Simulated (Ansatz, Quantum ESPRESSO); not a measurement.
**Li3OF (Pm-3m): phonons by linear response**

How does Li3OF (Pm-3m) vibrate, and is this structure a minimum?

Calculated with Quantum ESPRESSO 7.5; DFT PBE, scalar-relativistic, plane waves, GBRV ultrasoft pseudopotentials.

The structure was built from a prototype and need not be the compound's stable phase.

## Step 1: The structure

Symmetry: Pm-3m, No. 221, cubic system. Conventional cell: a = 4.104 Å, b = 4.104 Å, c = 4.104 Å, α = 90.00°, β = 90.00°, γ = 90.00°. F has 12 Li at 2.90 Å nearest. Nearest to O lie 6 Li at 2.05 Å. Nearest to Li lie 2 O at 2.05 Å. Farther neighbours and most contacts between anions are not listed.

## Step 2: A first look

Before anything dear is run, a loose run with smearing shows whether this is a metal and how far the cell is from rest.

probe.in reads:

```
&control
   calculation = 'scf'
   prefix = 'x'
   outdir = './tmp'
   pseudo_dir = './pseudo'
   tprnfor = .true.
   tstress = .true.
   verbosity = 'high'
/
&system
   ibrav = 0
   nat = 5
   ntyp = 3
   ecutwfc = 45.0
   ecutrho = 270.0
   occupations = 'smearing'
   smearing = 'gaussian'
   degauss = 0.01
/
&electrons
   conv_thr = 1.0d-07
   mixing_beta = 0.7
   electron_maxstep = 100
/
ATOMIC_SPECIES
 F      18.9984  F.upf
 O      15.9990  O.upf
 Li      6.9400  Li.upf
CELL_PARAMETERS angstrom
     4.104000000    0.000000000    0.000000000
     0.000000000    4.104000000    0.000000000
     0.000000000    0.000000000    4.104000000
ATOMIC_POSITIONS crystal
 F      0.000000000   0.000000000   0.000000000
 O      0.500000000   0.500000000   0.500000000
 Li     0.500000000   0.500000000   0.000000000
 Li     0.500000000   0.000000000   0.500000000
 Li     0.000000000   0.500000000   0.500000000
K_POINTS automatic
 4 4 4 0 0 0
```

On the command line:

```bash
$ OMP_NUM_THREADS=1 mpirun -n 4 pw.x -nk 4 -in probe.in > probe.out
```

Planned after this: relaxing the cell and atoms; ground state; phonons on a q mesh; fourier transform to real space; dispersion; sums over the zone; modes with the sum rule; sum rules set otherwise: a sum rule for molecules or wires on a crystal; sum rules set otherwise (asr crystal); modes along a direction of q (1 0 0); the dispersion under another sum rule (asr no); A changed mass; the same in Ansatz; the two compared: QE GBRV and Ansatz, PAW. Settings of the main run: cutoff 45 Ry, 6×6×6 k-mesh, fixed occupations, response threshold 1.00e-18, field response on, 2×2×2 q-mesh.

Q: Predict the highest optical zone-centre mode, lowest optical zone-centre mode and highest mode moved by the LO-TO term.

Li3OF (Pm-3m) is unstable: a mode solved on the 2×2×2 mesh is imaginary, 249i cm⁻¹; its spectrum reaches 816 cm⁻¹. At the PBE level the optical modes of Li3OF (Pm-3m) at the zone centre (no LO-TO term) run from 178i to 729 cm⁻¹, so the structure is a saddle point, with 3 modes beyond 10i cm⁻¹ there. Along the directions run, the highest mode that the macroscopic field moves lies at 815 cm⁻¹.

* volume per atom: 9.98 Å³
* gap on the k-mesh: 4.80 eV
* highest optical zone-centre mode (no LO-TO term): 729.0 cm⁻¹
* lowest optical zone-centre mode: -178.2 cm⁻¹
* highest mode moved by the LO-TO term: 815.4 cm⁻¹
* mean high-frequency dielectric constant: 2.44
* largest Born charge in size (third of the trace): 1.72 e
* lowest mode on the q mesh (acoustic ones at the zone centre apart): -249 cm⁻¹
* imaginary modes on the q mesh: yes
* largest difference from Ansatz, PAW: 5.27 cm⁻¹

The most unstable solved mode lies at q = (-0.5, -0.5, -0.5), on the zone boundary, so the distortion that it points to doubles the cell. Of the 12 optical modes, 9 are infrared active alone and 3 are silent. QE GBRV and Ansatz, PAW differ by 2.7 cm⁻¹ in the root mean square and by 5.3 cm⁻¹ at most, 0.7 % of the highest mode compared (acoustic modes at Γ left out; ph.x's values are those before the sum rule); the two use different potentials, and the cell was not relaxed for the second set. Their interpolated bands part by up to 28 cm⁻¹. These are harmonic frequencies at zero temperature: anharmonic shifts and linewidths and thermal expansion are left out. The q mesh stands for a supercell only 7.4 Å across, so branches between the solved wavevectors are rough. The structure is a hypothetical one, built on a prototype.

[Host names and launcher messages were left out of these logs when they were recorded.]

[Logs are printed without paths, hosts, clocks, repeated set-up lines and the standing remarks that a program may print on its own settings, such as how far it seeks lower states.]

[Hosts, paths, dates, database ids (printed as entryN), source tags and the programs' standing remarks are cut or masked in the printed files.]
